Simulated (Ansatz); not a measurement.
# Optical response of SiC (Moissanite)

What colour and refractive index does SiC (Moissanite) have at this level of theory?

Calculated with Ansatz 0.2.0; DFT, PBE, plane-wave PAW, default files, scalar-relativistic, independent-particle optical response without local fields.

## 1. Set-up

Symmetry: P6_3mc, No. 186, hexagonal system. The conventional cell has a = 3.076 Å, b = 3.076 Å, c = 5.048 Å, α = 90.00°, β = 90.00°, γ = 120.00°. Si has 4 C at 1.87 to 1.94 Å nearest. Nearest to C lie 4 Si at 1.87 to 1.94 Å. Farther neighbours, and contacts between anions beyond the nearest, are not listed.

## 2. Ground state and bands

The self-consistent density comes first; it also tells whether there is a gap, which decides the occupations and the need for a Drude term.

This step: DFT, PBE, plane-wave PAW, default files, scalar-relativistic, ground state (Ansatz 0.2.0).

Input file input.yaml:

```yaml
crystal:
  lattice:
    - [3.076, 0.0, 0.0]
    - [-1.538, 2.663894142, 0.0]
    - [0.0, 0.0, 5.048]
  atoms:
    - { symbol: Si, position: [0.6666666667, 0.3333333333, 0.5] }
    - { symbol: Si, position: [0.3333333333, 0.6666666667, 0.0] }
    - { symbol: C, position: [0.6666666667, 0.3333333333, 0.885] }
    - { symbol: C, position: [0.3333333333, 0.6666666667, 0.385] }
kpoints:
  mp_grid: { grid: [8, 8, 5] }
  band_path:
    path:
      - [[0.0, 0.0, 0.0], [0.5, 0.0, 0.0], [0.33333333, 0.33333333, 0.0], [0.0, 0.0, 0.0], [0.0, 0.0, 0.5], [0.5, 0.0, 0.5], [0.33333333, 0.33333333, 0.5], [0.0, 0.0, 0.5]]
      - [[0.5, 0.0, 0.5], [0.5, 0.0, 0.0]]
      - [[0.33333333, 0.33333333, 0.0], [0.33333333, 0.33333333, 0.5]]
    npoints: 6
scf:
  occupations: { method: fermi_dirac, width: 0.05 }
  n_extra_bands: 8
hamiltonian:
  xc: pbe
  pseudopotentials: { kind: paw }
output:
  forces: true
  stress: true
  populations: true
  write_bands: true
  write_density: true
  write_potential: true
  elf: true
  volumetric_format: npy
```

Launch:

```
$ ansatz run input.yaml --threads 4 --pin off --max-ram 8192MiB --backend cpu --events-out ev --progress --plain --runs-dir out
```

Standard output:

```text
scf.n_extra_bands = 8 over 8 filled bands (N_el = 16.0): the run solves 16 bands
Engine: ansatz 0.2.0, x86_64-unknown-linux-gnu
Pseudopotentials: kind: paw
Pseudopotential: Si, paw, valence charge 4, recommended cutoff 420 eV (normal), Si.paw.azcp
Pseudopotential: C, paw, valence charge 4, recommended cutoff 420 eV (normal), C.paw.azcp
Functional definition: PBE
  parameter kappa = 0.804
  parameter beta = 0.066725
  exchange = pbe_x(kappa = kappa, mu = beta*pi^2/3)
  correlation = pbe_c(beta = beta)
Crystal: 4 atoms, lattice volume = 41.364 Å³
Basis set: ecut = 420 eV, 785 PW (Γ), exchange–correlation on 48×48×72 points (8 copies of the dense FFT grid, shifted against one another)
Bands: 16, of which v1, the nominal top of the filled ones, is band 8 counted from 1 (7 counted from 0)
Symmetry: 12 space group operations
Space group: P63mc (ITA 186), of the structure as read, at distance tolerance 3.5e-5 Å
k-points: 30 of 320 (time reversal used)
Non-local potential: Si, projectors of the file, l = 0: 2, l = 1: 2, l = 2: 2
Non-local potential: C, projectors of the file, l = 0: 2, l = 1: 2, l = 2: 1
PAW form: soft (Blöchl's): semilocal exchange-correlation on the pseudo side does not see the compensation charge
PAW one-centre angular grid: Si, 110 points (default); XC on 64 Gauss nodes
PAW one-centre angular grid: C, 110 points (default); XC on 64 Gauss nodes
Initial density: superposition of atomic densities (neutral atoms: chi_scale 0, normalization atom), corrected by the library's trained network
Initial wavefunctions: pseudopotential atomic-orbital guess
Functional: x = pbe(κ = 0.804, μ = 0.219515), c = pbe(β = 0.066725)
SCF iter   1: F=—  HF=-1774.264870 eV  |F-HF|=—  |Δ(HF+E_count)|=         —  Δρ=2.42e-3  dr2=2.57e-3  ethr=1.77e-3  ⟨swp⟩=5.3  Hψ=2844  notcnv=0  defer=1
preconditioner: auto → none  [insulator: Δε(μ)=2.555 eV  Ē_g=14.030 eV  σ=0.050 eV  W_gap=1.00  n_scr=2 (ndim 8)  ℏωp=23.1 eV  f_vac=0.000  D(μ)=0.00/eV (n_scr^D=0)  ε∞_Penn≈3.7]
SCF iter   2: F=—  HF=-1774.264834 eV  |F-HF|=—  |Δ(HF+E_count)|=   3.59e-5  Δρ=7.81e-4  dr2=2.09e-4  ethr=1.61e-5  ⟨swp⟩=2.0  Hψ=818  notcnv=0  defer=39
SCF iter   3: F=—  HF=-1774.264902 eV  |F-HF|=—  |Δ(HF+E_count)|=   6.78e-5  Δρ=1.80e-4  dr2=7.32e-6  ethr=1.31e-6  ⟨swp⟩=2.5  Hψ=661  notcnv=0  defer=39
SCF iter   4: F=—  HF=-1774.264894 eV  |F-HF|=—  |Δ(HF+E_count)|=   7.53e-6  Δρ=1.84e-5  dr2=7.59e-8  ethr=4.58e-8  ⟨swp⟩=2.1  Hψ=619  notcnv=0  defer=39
iter 5 did not close the SCF: its close was put off for the readings that it lacked (scf_convergence_deferred on its scf_iter line)
SCF iter   5: F=-1774.264894 eV  HF=-1774.264894 eV  |F-HF|=1.28e-9  |Δ(HF+E_count)|=   7.87e-8  Δρ=2.62e-6  dr2=1.82e-9  ethr=4.74e-10  ⟨swp⟩=2.0  Hψ=639  notcnv=0  defer=39
SCF iter   6: F=-1774.264894 eV  HF=-1774.264894 eV  |F-HF|=1.64e-11  |Δ(HF+E_count)|=   1.83e-9  Δρ=5.75e-7  dr2=1.25e-10  ethr=1.14e-11  ⟨swp⟩=8.8  Hψ=2724  notcnv=0
SCF 1 converged in 6 iterations: F = -1774.264894 eV  dr2 = 1.25e-10
  greatest PAW one-centre occupation: 0.646 electrons in one spin orbital (limit 2), on the C atom at site 3 (counted from 0), in its partial waves of l = 0
NSCF: frozen V_eff on 57 k-points
SCF converged after 6 iterations
Free energy (F): -1774.264894 eV
Harris-Foulkes:  -1774.264894 eV  (|F-HF|=1.64e-11)
Internal energy: -1774.264894 eV  (E = F + TS)
E sigma→0 (E₀):  -1774.264894 eV
Fermi energy:    11.023662 eV
--- Per-component energies (eV) ---
  E_band       = 57.488882
  E_kinetic    = 271.768751
  E_local      = -211.055092  (includes V_loc(G=0)·N_el)
  E_nonlocal   = 103.692899
  E_hartree    = 65.209494
  E_xc         = -211.132700
  E_vxc        = -218.905107  (∫ρ·V_xc dr)
  E_paw        = -1224.177390  (= ΣΔE_a)
  E_vpaw       = -18.431496  (= ΣTr[D̂ρ^β])
  E_aug_tail   = 0.000028  (compensation charges beyond the density's cutoff)
  E_ewald      = -568.570884
  E_smearing   = -0.000000  (= −TS)
  E_closure    = -0.000000  (closes the sum)
  Σ components = -1774.264894   (vs F -1774.264894, Δ=0.00e0)
--- Forces (eV/Å), atoms counted from 1 ---
  atom   1  Si     0.00000000     0.00000000     0.75191820
  atom   2  Si    -0.00000000    -0.00000000     0.75191820
  atom   3  C      0.00000000     0.00000000    -0.75192685
  atom   4  C     -0.00000000    -0.00000000    -0.75192685
  max |Σ_I F_I| component: 1.73e-5 eV/Å
--- Stress (GPa, compression-positive) ---
        5.319925       0.000000       0.000000
        0.000000       5.319925       0.000000
        0.000000       0.000000       0.442762
  P = ⅓ Tr σ = 3.6942 GPa (36.942 kbar)
--- Band table (eV; the first three rows and the last of 30) ---
  k-point 0: bands = [... 4 lower, 8.2273, 9.5073, 9.5073, 9.7841, 14.4016, 15.7946, 16.2904, 16.2904, ... 4 higher]
  k-point 1: bands = [... 4 lower, 8.3335, 8.7103, 9.3663, 9.3663, 14.5816, 16.3595, 16.3595, 16.5982, ... 4 higher]
  k-point 2: bands = [... 4 lower, 8.6253, 8.6253, 9.0183, 9.0183, 15.1089, 15.9268, 16.6739, 16.6739, ... 4 higher]
  k-point 29: bands = [... 4 lower, 3.9766, 4.7468, 7.5481, 7.9827, 14.1410, 14.9451, 15.4556, 16.5468, ... 4 higher]
--- Löwdin populations: 4 sites ---
  site symbol       q [e]
     0     Si      2.9209
     1     Si      2.9209
     2      C      4.9992
     3      C      4.9992
  spilling = 0.009978 (of n_electrons = 16.000000)
```

The job ended after 1.7 s (4 threads of Intel Xeon Platinum 8559C (Emerald Rapids), shared host; peak memory 0.36 GiB).

In the SCF lines HF is the Harris–Foulkes energy and dr2 the Hartree energy of the density residual, in eV; the loop may stop once dr2 is under the threshold and the program's other checks hold. Hψ counts applications of the Hamiltonian.

Read-outs:

```
free energy                  : -1774.2649 eV
Fermi energy                 : 11.02 eV
gap by band count            : 2.580 eV
electrons                    : 16
symmetry operations          : 12
pressure                     : 3.694 GPa
gap on the k-mesh            : 2.580 eV
volume                       : 41.36 Å³
gap on the path              : 2.325 eV
least direct gap on the path : 4.079 eV
```

There is a gap, 2.32 eV on the path, so no carriers' term is needed. The cell is left with a pressure of 3.7 GPa and forces up to 0.75 eV/Å, as it stands unrelaxed at this level.

Electronic bands along the path, in eV, zero at the Fermi level; v1 is the highest filled band, c1 the lowest empty one:

| point | v4 | v3 | v2 | v1 | c1 | c2 | c3 | c4 |
| --- | --- | --- | --- | --- | --- | --- | --- | --- |
| Γ | -2.80 | -1.52 | -1.52 | -1.24 | 3.38 | 4.77 | 5.27 | 5.27 |
| halfway | -4.46 | -3.99 | -2.17 | -2.14 | 2.65 | 4.48 | 5.73 | 6.46 |
| M | -6.67 | -4.78 | -4.50 | -2.73 | 1.35 | 2.96 | 5.50 | 5.96 |
| halfway | -6.72 | -6.02 | -4.58 | -4.07 | 2.02 | 3.71 | 6.25 | 7.05 |
| K | -7.74 | -5.36 | -5.28 | -5.28 | 1.08 | 6.74 | 7.40 | 7.40 |
| halfway | -5.59 | -4.31 | -2.97 | -2.41 | 3.86 | 4.41 | 5.56 | 5.72 |
| Γ | -2.80 | -1.52 | -1.52 | -1.24 | 3.38 | 4.77 | 5.27 | 5.27 |
| halfway | -2.63 | -2.63 | -1.73 | -1.73 | 3.66 | 5.38 | 5.38 | 5.60 |
| A | -2.21 | -2.21 | -2.21 | -2.21 | 4.46 | 4.46 | 5.93 | 5.93 |
| halfway | -4.30 | -4.30 | -3.20 | -3.20 | 3.12 | 3.12 | 5.88 | 5.88 |
| L | -3.93 | -3.93 | -3.58 | -3.58 | 1.93 | 1.93 | 3.76 | 3.76 |
| halfway | -5.69 | -5.69 | -3.19 | -3.19 | 2.88 | 2.88 | 4.88 | 4.88 |
| H | -7.09 | -7.09 | -2.99 | -2.99 | 3.57 | 3.57 | 4.73 | 4.73 |
| halfway | -4.42 | -4.42 | -3.88 | -3.88 | 3.79 | 3.79 | 6.09 | 6.09 |
| A | -2.21 | -2.21 | -2.21 | -2.21 | 4.46 | 4.46 | 5.93 | 5.93 |
| jump to L | -3.93 | -3.93 | -3.58 | -3.58 | 1.93 | 1.93 | 3.76 | 3.76 |
| halfway | -5.41 | -4.55 | -3.57 | -3.14 | 1.68 | 1.94 | 5.17 | 5.59 |
| M | -6.67 | -4.78 | -4.50 | -2.73 | 1.35 | 2.96 | 5.50 | 5.96 |
| jump to K | -7.74 | -5.36 | -5.28 | -5.28 | 1.08 | 6.74 | 7.40 | 7.40 |
| halfway | -7.89 | -6.00 | -4.08 | -4.08 | 2.27 | 5.10 | 5.10 | 6.44 |
| H | -7.09 | -7.09 | -2.99 | -2.99 | 3.57 | 3.57 | 4.73 | 4.73 |

Valence density in the ac plane at fractional y = 0.333, with atoms of Si and C within 0.2 Å of it. It is the smooth field of the valence electrons, not physical close to the nuclei.

Values in e/Å³, 22 rows by 16 columns, each cell a mean:
```
0.5 0.4 0.3 0.3 0.4 0.5 0.6 0.9 1.2 1.5 1.6 1.6 1.5 1.3 1.0 0.7
0.5 0.4 0.3 0.3 0.4 0.5 0.7 1.0 1.4 1.8 1.8 1.8 1.8 1.5 1.1 0.8
0.5 0.3 0.3 0.3 0.3 0.4 0.6 0.9 1.4 1.7 1.8 1.8 1.8 1.5 1.1 0.7
0.4 0.2 0.2 0.2 0.2 0.3 0.5 0.7 1.1 1.5 1.7 1.7 1.6 1.3 0.9 0.6
0.3 0.2 0.1 0.1 0.2 0.2 0.4 0.5 0.8 1.2 1.4 1.4 1.2 0.9 0.6 0.4
0.2 0.1 0.1 0.1 0.1 0.2 0.3 0.4 0.6 0.8 1.0 1.0 0.9 0.7 0.5 0.3
0.2 0.1 0.1 0.1 0.1 0.2 0.2 0.3 0.5 0.6 0.7 0.8 0.7 0.5 0.4 0.3
0.2 0.1 0.1 0.1 0.1 0.2 0.2 0.3 0.4 0.5 0.6 0.6 0.5 0.4 0.3 0.3
0.2 0.2 0.2 0.2 0.2 0.2 0.3 0.3 0.3 0.3 0.3 0.3 0.3 0.3 0.3 0.3
0.3 0.3 0.3 0.3 0.3 0.3 0.3 0.4 0.3 0.2 0.1 0.1 0.2 0.3 0.3 0.4
0.4 0.4 0.4 0.4 0.4 0.4 0.5 0.4 0.3 0.2 0.1 0.1 0.1 0.2 0.4 0.5
0.5 0.5 0.5 0.5 0.5 0.5 0.5 0.5 0.4 0.2 0.1 0.1 0.2 0.3 0.5 0.5
0.5 0.5 0.5 0.5 0.5 0.5 0.5 0.5 0.4 0.3 0.2 0.2 0.3 0.4 0.5 0.5
0.5 0.5 0.5 0.5 0.5 0.5 0.5 0.4 0.4 0.3 0.3 0.3 0.3 0.4 0.4 0.4
0.4 0.4 0.4 0.4 0.4 0.4 0.4 0.3 0.3 0.3 0.2 0.2 0.2 0.3 0.3 0.3
0.3 0.3 0.3 0.3 0.3 0.3 0.2 0.2 0.2 0.2 0.2 0.2 0.2 0.2 0.2 0.2
0.2 0.2 0.2 0.2 0.2 0.2 0.2 0.2 0.1 0.1 0.1 0.1 0.1 0.1 0.1 0.2
0.2 0.2 0.2 0.2 0.2 0.2 0.2 0.1 0.1 0.1 0.1 0.1 0.1 0.1 0.1 0.1
0.2 0.2 0.2 0.2 0.2 0.2 0.2 0.2 0.2 0.2 0.2 0.2 0.2 0.2 0.2 0.2
0.2 0.2 0.2 0.2 0.2 0.2 0.2 0.3 0.3 0.3 0.3 0.3 0.3 0.3 0.3 0.2
0.3 0.3 0.2 0.2 0.3 0.3 0.4 0.4 0.5 0.5 0.6 0.6 0.5 0.5 0.4 0.4
0.4 0.3 0.3 0.3 0.3 0.4 0.5 0.6 0.8 0.9 1.0 1.0 1.0 0.8 0.7 0.5
```
Atoms in or near the plane, at fractional coordinates: Si at (0.67, 0.50), C at (0.67, 0.88).

Electrostatic potential energy in the ac plane at fractional y = 0.333, with atoms of Si and C within 0.2 Å of it. With pseudopotentials it is smooth inside the atoms' cores, unlike the true potential.

Ten even steps from '0' (-54 eV) to '9' (12 eV):
```
8887888874213689
9888889851000478
9999999840000379
9999999851000479
9999999974223689
9999999987667899
9999999998888999
9999999998888999
9999999887667889
9999998864334578
9999998642111368
8999998521000247
8999997520000147
8999998531000247
9999998642111368
9999998864334578
9999999887667789
9999999998888899
9999999999999999
9999999999999999
9999999999999999
9999999999999999
9988999999999999
9888889999999999
8877889999989999
8877889987667899
```
Atoms in or near the plane, at fractional coordinates: Si at (0.67, 0.50), C at (0.67, 0.88).

## 3. Spectrum

With the density converged, the vertical transitions are summed over the zone.

This step: DFT, PBE, plane-wave PAW, default files, scalar-relativistic, independent-particle optical response without local fields (Ansatz 0.2.0).

input.yaml, the sections that differ from step 2:

```yaml
kpoints:
  mp_grid: { grid: [8, 8, 5] }
scf:
  occupations: { method: fixed }
output:
  optics:
    e_range: [0, 22]
    de: 0.05
    sigma: 0.1
    nscf_kmesh: { grid: [12, 12, 6] }
    bands: { spectra_wanted_up_to: 22 }
# crystal, hamiltonian: as in step 2
```

Standard output:

```text
[...]
Crystal: 4 atoms, lattice volume = 41.364 Å³
Basis set: ecut = 420 eV, 785 PW (Γ)
Bands: 12, of which v1, the nominal top of the filled ones, is band 8 counted from 1 (7 counted from 0)
Symmetry: 12 space group operations
[...]
k-points: 30 of 320 (time reversal used)
[...]
SCF iter   1: F=—  HF=-1774.264977 eV  |F-HF|=—  |Δ(HF+E_count)|=         —  Δρ=2.40e-3  dr2=2.54e-3  ethr=1.77e-3  ⟨swp⟩=4.5  Hψ=2087  notcnv=0  defer=57
[...]
SCF iter   7: F=-1774.264962 eV  HF=-1774.264962 eV  |F-HF|=7.50e-12  |Δ(HF+E_count)|=  1.74e-10  Δρ=1.20e-7  dr2=3.56e-12  ethr=1.00e-12  ⟨swp⟩=4.5  Hψ=1553  notcnv=0
SCF 1 converged in 7 iterations: F = -1774.264962 eV  dr2 = 3.56e-12
[...]
NSCF: frozen V_eff on 76 k-points
output.optics: what the bands over the 31 summed would add to eps1, eps2 and the energy-loss function is held between a lower and an upper bound (10 Lanczos steps). eps1, eps2 and their loss function (loss_summed_bands) are given on every row as the summed bands alone make them. Along an axis, on a row where the two bounds hold the loss function to about 1 % of the greater of itself and 0.5 % of |1/eps|, its cell (loss_completed) is given, with the completed eps1 and eps2 that it is formed of (a cell that is left empty reads nan in the table and null in the record). The two bounds hold it so along every axis on all 441 rows up to 22.000 eV. [rest of the remark cut]
SCF converged after 7 iterations
Free energy (F): -1774.264962 eV
[...]
Internal energy: -1774.264962 eV  (E = F + TS)
E sigma→0 (E₀):  -1774.264962 eV
Fermi energy:    9.784197 eV
[...]
--- Band table (eV; the first three rows and the last of 30) ---
  k-point 0: bands = [... 4 lower, 8.2273, 9.5073, 9.5073, 9.7842, 14.4016, 15.7946, 16.2903, 16.2903]
  k-point 1: bands = [... 4 lower, 8.3335, 8.7104, 9.3663, 9.3663, 14.5817, 16.3595, 16.3595, 16.5982]
  k-point 2: bands = [... 4 lower, 8.6253, 8.6253, 9.0183, 9.0183, 15.1089, 15.9268, 16.6739, 16.6739]
  k-point 29: bands = [... 4 lower, 3.9767, 4.7468, 7.5481, 7.9827, 14.1410, 14.9451, 15.4556, 16.5468]
```

It took 11 s on 4 threads; peak memory 0.73 GiB.

Numbers from this step:

| Quantity | Value |
| --- | --- |
| electronic dielectric constant ε∞, mean of the axes | 7.293 |
| absorption onset, first axis (α over 10⁴ cm⁻¹, or the direct gap if that lies higher) | 4.678 eV |
| main peak of Im epsilon, first axis | 6.505 eV |
| least direct gap on the mesh | 4.079 eV |
| bands summed | 31 |
| spectra valid up to | 27.46 eV |
| program's estimate of the k-sum error in Im epsilon | 0.05 % |
| electrons in the f-sum | 13.55 |

The Im ε has structure finer than the step of the table below, so its rows give means over 1 eV. Peaks (eV: height): E ∥ x or y 6.5: 21.8; E ∥ z 6.5: 22.0, 7.3: 19.3.

Im ε against photon energy; means over each step:

| photon energy (eV) | E ∥ x or y | E ∥ z |
| --- | --- | --- |
| 4 | 9.7e-4 | 2.4e-4 |
| 5 | 1.64 | 6.41 |
| 6 | 13.9 | 16.2 |
| 7 | 17.3 | 16.9 |
| 8 | 12.7 | 12.2 |
| 9 | 9.90 | 8.51 |
| 10 | 6.11 | 5.09 |
| 11 | 3.89 | 3.70 |
| 12 | 2.89 | 2.72 |
| 13 | 2.06 | 1.95 |
| 14 | 1.44 | 1.34 |
| 15 | 1.06 | 0.927 |
| 16 | 0.776 | 0.697 |
| 17 | 0.562 | 0.575 |
| 18 | 0.428 | 0.446 |
| 19 | 0.333 | 0.342 |
| 20 | 0.233 | 0.308 |
| 21 | 0.199 | 0.278 |

Re ε against photon energy:

| photon energy (eV) | E ∥ x or y | E ∥ z |
| --- | --- | --- |
| 0.0 | 7.11 | 7.67 |
| 0.5 | 7.14 | 7.70 |
| 1.0 | 7.22 | 7.81 |
| 1.5 | 7.37 | 8.00 |
| 2.0 | 7.60 | 8.29 |
| 2.5 | 7.92 | 8.71 |
| 3.0 | 8.38 | 9.31 |
| 3.5 | 9.02 | 10.2 |
| 4.0 | 9.98 | 11.7 |
| 4.5 | 11.6 | 14.8 |
| 5.0 | 14.5 | 17.0 |
| 5.5 | 17.6 | 15.8 |
| 6.0 | 19.7 | 14.4 |
| 6.5 | 9.30 | 6.15 |
| 7.0 | 0.0772 | 1.59 |
| 7.5 | 1.13 | -2.50 |
| 8.0 | 0.318 | -4.18 |
| 8.5 | -3.11 | -3.27 |
| 9.0 | -3.72 | -5.10 |
| 9.5 | -4.89 | -4.79 |
| 10.0 | -4.68 | -4.16 |
| 10.5 | -4.33 | -3.70 |
| 11.0 | -3.66 | -3.34 |
| 11.5 | -3.29 | -3.24 |
| 12.0 | -3.11 | -2.87 |
| 12.5 | -2.80 | -2.73 |
| 13.0 | -2.60 | -2.52 |
| 13.5 | -2.35 | -2.29 |
| 14.0 | -2.09 | -2.06 |
| 14.5 | -1.85 | -1.82 |
| 15.0 | -1.67 | -1.60 |
| 15.5 | -1.48 | -1.37 |
| 16.0 | -1.30 | -1.16 |
| 16.5 | -1.15 | -1.01 |
| 17.0 | -0.984 | -0.896 |
| 17.5 | -0.848 | -0.765 |
| 18.0 | -0.729 | -0.691 |
| 18.5 | -0.594 | -0.549 |
| 19.0 | -0.521 | -0.441 |
| 19.5 | -0.417 | -0.330 |
| 20.0 | -0.304 | -0.268 |
| 20.5 | -0.195 | -0.171 |
| 21.0 | -0.119 | -0.147 |
| 21.5 | -0.0333 | -0.0856 |
| 22.0 | 0.0576 | -0.0302 |

Refractive index n and extinction k against photon energy:

| photon energy (eV) | n, E ∥ x or y | k, E ∥ x or y | n, E ∥ z | k, E ∥ z |
| --- | --- | --- | --- | --- |
| 0 | 2.67 | 0 | 2.77 | 0 |
| 1 | 2.69 | 0 | 2.79 | 0 |
| 2 | 2.76 | 0 | 2.88 | 0 |
| 3 | 2.89 | 0 | 3.05 | 0 |
| 4 | 3.16 | 0 | 3.42 | 0 |
| 5 | 3.82 | 0.190 | 4.24 | 0.986 |
| 6 | 4.71 | 1.58 | 4.25 | 1.91 |
| 7 | 3.11 | 3.09 | 2.64 | 2.32 |
| 8 | 2.61 | 2.54 | 2.05 | 2.90 |
| 9 | 1.86 | 2.68 | 1.60 | 2.77 |
| 10 | 1.21 | 2.48 | 1.08 | 2.31 |
| 11 | 0.905 | 2.12 | 0.893 | 2.03 |
| 12 | 0.755 | 1.92 | 0.735 | 1.85 |
| 13 | 0.594 | 1.72 | 0.571 | 1.69 |
| 14 | 0.466 | 1.52 | 0.438 | 1.50 |
| 15 | 0.395 | 1.35 | 0.345 | 1.31 |
| 16 | 0.327 | 1.19 | 0.309 | 1.12 |
| 17 | 0.272 | 1.03 | 0.291 | 0.990 |
| 18 | 0.239 | 0.887 | 0.259 | 0.870 |
| 19 | 0.223 | 0.756 | 0.236 | 0.705 |
| 20 | 0.198 | 0.586 | 0.262 | 0.580 |
| 21 | 0.234 | 0.417 | 0.289 | 0.480 |
| 22 | 0.365 | 0.275 | 0.321 | 0.365 |

The reflectivity at normal incidence has structure finer than the step of the table below, so its rows give means over 1 eV. Peaks (eV: height): E ∥ x or y 7.0: 53.5, 16.8: 59.9; E ∥ z 6.6: 52.3, 7.6: 54.9, 15.1: 61.0.

Table of reflectivity at normal incidence by photon energy; means over each step:

| photon energy (eV) | E ∥ x or y (%) | E ∥ z (%) |
| --- | --- | --- |
| 1 | 21.0 | 22.4 |
| 2 | 21.9 | 23.5 |
| 3 | 23.7 | 25.7 |
| 4 | 27.1 | 30.3 |
| 5 | 34.3 | 39.8 |
| 6 | 45.8 | 45.6 |
| 7 | 50.1 | 48.8 |
| 8 | 47.0 | 53.3 |
| 9 | 52.3 | 54.2 |
| 10 | 55.9 | 54.8 |
| 11 | 55.3 | 54.2 |
| 12 | 55.2 | 54.6 |
| 13 | 56.5 | 56.8 |
| 14 | 58.0 | 59.1 |
| 15 | 58.1 | 60.0 |
| 16 | 59.0 | 58.6 |
| 17 | 59.5 | 55.6 |
| 18 | 58.3 | 55.5 |
| 19 | 57.1 | 52.5 |
| 20 | 55.2 | 44.7 |
| 21 | 44.0 | 38.7 |

The loss function −Im 1/ε at q → 0 has structure finer than the step of the table below, so its rows give means over 1 eV. Peaks (eV: height): E ∥ x or y 21.7: 5.50.

The loss function −Im 1/ε at q → 0 by energy loss; means over each step:

| energy loss (eV) | E ∥ x or y | E ∥ z |
| --- | --- | --- |
| 4 | 7.5e-6 | 0 |
| 5 | 0.00650 | 0.0175 |
| 6 | 0.0236 | 0.0357 |
| 7 | 0.0592 | 0.0591 |
| 8 | 0.0776 | 0.0758 |
| 9 | 0.0867 | 0.0901 |
| 10 | 0.104 | 0.119 |
| 11 | 0.136 | 0.146 |
| 12 | 0.162 | 0.171 |
| 13 | 0.188 | 0.192 |
| 14 | 0.223 | 0.222 |
| 15 | 0.274 | 0.277 |
| 16 | 0.336 | 0.376 |
| 17 | 0.435 | 0.523 |
| 18 | 0.616 | 0.691 |
| 19 | 0.888 | 1.13 |
| 20 | 1.66 | 1.92 |
| 21 | 3.77 | 2.86 |

Optical constants at common wavelengths, from n + ik = √ε:

| wavelength (nm) | n xy | k xy | R (%) xy | 1/α xy | n z | k z | R (%) z | 1/α z |
| --- | --- | --- | --- | --- | --- | --- | --- | --- |
| 1064 | 2.70 | 0.000 | 21.0 | over 1 mm | 2.80 | 0.000 | 22.5 | over 1 mm |
| 800 | 2.72 | 0.000 | 21.4 | over 1 mm | 2.83 | 0.000 | 22.9 | over 1 mm |
| 633 | 2.75 | 0.000 | 21.8 | over 1 mm | 2.87 | 0.000 | 23.4 | over 1 mm |
| 450 | 2.85 | 0.000 | 23.1 | over 1 mm | 3.00 | 0.000 | 25.0 | over 1 mm |
| 405 | 2.91 | 0.000 | 23.8 | over 1 mm | 3.07 | 0.000 | 25.8 | over 1 mm |
| 308 | 3.17 | 0.000 | 27.1 | over 1 mm | 3.43 | 0.000 | 30.1 | over 1 mm |
| 193 | 4.21 | 2.571 | 50.1 | 6.0 nm | 3.99 | 2.662 | 50.1 | 5.8 nm |

Rows near the edge hang on the gap, which this functional as a rule makes too small, and phonon-assisted absorption over an indirect gap is left out.

Through 1 µm of it, D65 light comes out colourless, dimmed by reflection (x = 0.315, y = 0.331; 63 % transmitted).

At 1064 nm the birefringence n(z) − n(x) is +0.109: the crystal is uniaxial positive at this level.

The first strong peak, at 6.50 eV, fits the second-highest filled and the lowest empty band, which run nearly parallel at that distance over 57 % of K–Γ; the match rests on energies alone.

The f-sum over the summed bands holds 13.5 of the cell's 16 electrons outside the frozen cores, 2 of which lie in bands more than 12 eV below the Fermi level, whose transitions come at higher energies. Up to 22 eV the strength has a mean oscillator energy of 8.3 eV, well above the main peak, so higher transitions carry much of it.

[end of part 1 of 2]

[Long decimals in the printed logs are rounded to 6 places.]

[Logs are printed without paths, hosts, clocks, repeated set-up lines and the standing remarks that a program may print on its own settings, such as how far it seeks lower states.]

[Hosts, paths, dates, database ids (printed as entryN), source tags and the programs' standing remarks are cut or masked in the printed files.]

[Where the starting crystal was built by hand or by swapping elements, it need not be the compound's stable phase.]

[The count of steps not shown may lack steps that the program refused or didn't finish.]
